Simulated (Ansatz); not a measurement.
In doubt: masses and optical values from hybrid runs of this build are listed as unsure (in some of the runs), which bears on the screening that GW takes from such a start.

BaNaBr3 (cubic perovskite) (Pm-3m), computed twice by G0W0.

The structure was built from a prototype and need not be the compound's stable phase.

```
Na Ba Br
1.0
     6.27932    0.00000    0.00000
     0.00000    6.27932    0.00000
     0.00000    0.00000    6.27932
Na Ba Br
1 1 3
Direct
  0.00000 0.00000 0.00000
  0.50000 0.50000 0.50000
  0.50000 0.50000 0.00000
  0.50000 0.00000 0.50000
  0.00000 0.50000 0.50000
```

The structure was relaxed with PBE. The structure type comes from a generator and need not be one that this composition takes. The runs that relaxed it are not among those shown. Spin-orbit coupling is left out unless a run names it. PAW set soft_2, made with PBE.

The first (Ansatz 0.2.0; start HSE06, 2×2×2 mesh, 739 empty bands, screening to 120 eV; 4 threads of Arm Neoverse V1, shared host) gave, on its mesh: starting gap 3.96 eV, G0W0 gap 5.78 eV, RPA ε∞ (mean) 2.20, 6.2 min.

The second gave: starting gap 2.85 eV, G0W0 gap 5.15 eV, RPA ε∞ (mean) 2.54, 1.8 min.

Q: What was changed in the input? Choose among start, files, mesh, bands and cutoff, frequency model or another key.

Changed: start from HSE06 to PBE and frequency model from contour deformation to plasmon pole. A jump of this size in the start, with ε∞ moving the other way, marks another functional. Other changes could give like numbers; this is the one that was made.

Limits: not at the basis limit; no spin-orbit coupling; coarse k mesh.

[Paths, hosts, dates, memory and timing lines, banners, echoed tables and standing remarks are left out of the program output.]

[Logs are printed without paths, hosts, clocks, repeated set-up lines and the standing remarks that a program may print on its own settings, such as how far it seeks lower states.]

[Runs of the session that timed out or met a known fault of the program may be left out.]

[Cells called generated may have been cut or substituted from an entry of the Crystallography Open Database or the Materials Project.]

[Hosts, paths, dates, database ids (printed as entryN), source tags and the programs' standing remarks are cut or masked in the printed files.]
